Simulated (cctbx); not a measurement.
# What is wrong with this refinement?

Cell a = 7.3990 Å, b = 7.3990 Å, c = 3.8880 Å, α = 90.00°, β = 90.00°, γ = 120.00°; space group P-6m2 (no. 187). The compound is CeSc3Si3GeRh3.

The data are simulated with cctbx, not measured: Cu Kα, λ = 1.54184 Å, to d = 0.83 Å, 70 % of the full sphere, strongest reflection 5000 counts, noise from counting, a 4 % proportional error and a noise floor of 15 counts (s.d.); no absorption.

An isotropic refinement with weights 1/σ² prints:

```text
Rint 0.066, 159 unique reflections to 0.83 A
cycle     R1     wR2    GooF  max shift (A)
   1  0.1568  0.3245   7.510   0.30898
  12  0.0284  0.0533   1.233   0.00197
final R1 0.0284 wR2 0.0533 GooF 1.233  parameters 11  data/parameter 14.5
atom        x        y        z      Ueq    occ   su(xyz)  su(Uiso or U11)
Ce1    0.00000  0.00000  0.00000   0.0131  1.000  0.00000  0.0005
Rh1    0.39660  0.19830  0.50000   0.0180  1.000  0.00030  0.0005
Ge1    0.66667  0.33333  0.00000   0.0138  1.000  0.00000  0.0009
Sc1    0.06668  0.53334  0.00000   0.0193  1.000  0.00070  0.0010
Si1    0.60473  0.80236  0.50000   0.0223  1.000  0.00130  0.0013
Si2    0.55606  0.00608  0.00000   1.0000  1.000  0.05110  0.1120
difference map: max 1.99 min -1.14 rms 0.31
Q1    0.3333  0.6667  0.5000    1    1.99  1.74 A from Si1
Q2    0.6667  0.3333  0.5000    1    1.93  1.73 A from Rh1
Q3    0.2445  0.4890  0.5000    3    1.65  0.60 A from Si1
Q4    0.1325  0.5662  0.5000    3    1.16  1.56 A from Si1
Q5    0.3873  0.1937  0.3810    6    1.08  0.47 A from Rh1
Q6    0.1750  0.3499  0.5000    3    0.98  0.29 A from Si1
```

Q: Accept it or mend it, and why?

Mend it. The fault: spurious atom: Si2. Against the right model at the same level, R1 goes from 0.0239 to 0.0284 and GooF from 1.08 to 1.23 and Si2 takes U = the program's ceiling. A site with no density behind it hides by a very large U or drifts.

The compound is CeSc3Si3GeRh3. The right model at the same level gives:

```text
Rint 0.066, 159 unique reflections to 0.83 A
cycle     R1     wR2    GooF  max shift (A)
   1  0.0486  0.0957   2.194   0.04433
   2  0.0239  0.0470   1.078   0.00002
final R1 0.0239 wR2 0.0470 GooF 1.078  parameters 8  data/parameter 19.9
atom        x        y        z      Ueq    occ   su(xyz)  su(Uiso or U11)
Ce1    0.00000  0.00000  0.00000   0.0130  1.000  0.00000  0.0004
Rh1    0.39656  0.19828  0.50000   0.0180  1.000  0.00026  0.0004
Ge1    0.66667  0.33333  0.00000   0.0137  1.000  0.00000  0.0008
Sc1    0.06658  0.53329  0.00000   0.0192  1.000  0.00060  0.0009
Si1    0.60468  0.80234  0.50000   0.0223  1.000  0.00113  0.0012
difference map: max 1.87 min -1.22 rms 0.26
Q1    0.3333  0.6667  0.5000    1    1.87  1.74 A from Si1
Q2    0.2448  0.4896  0.5000    3    1.46  0.60 A from Si1
Q3    0.6667  0.3333  0.5000    1    1.42  1.73 A from Rh1
Q4    0.3849  0.1924  0.3771    6    1.06  0.48 A from Rh1
Q5    0.1347  0.5674  0.5000    3    1.03  1.56 A from Si1
Q6    0.9966  0.2324  0.0000    6    0.83  1.73 A from Ce1
```

The model is made up (kin elements in a known structure type, no relaxation), so it says nothing on whether the phase exists.

[Middle refinement cycles are left out of these outputs.]

[Logs are printed without paths, hosts, clocks, repeated set-up lines and the standing remarks that a program may print on its own settings, such as how far it seeks lower states.]
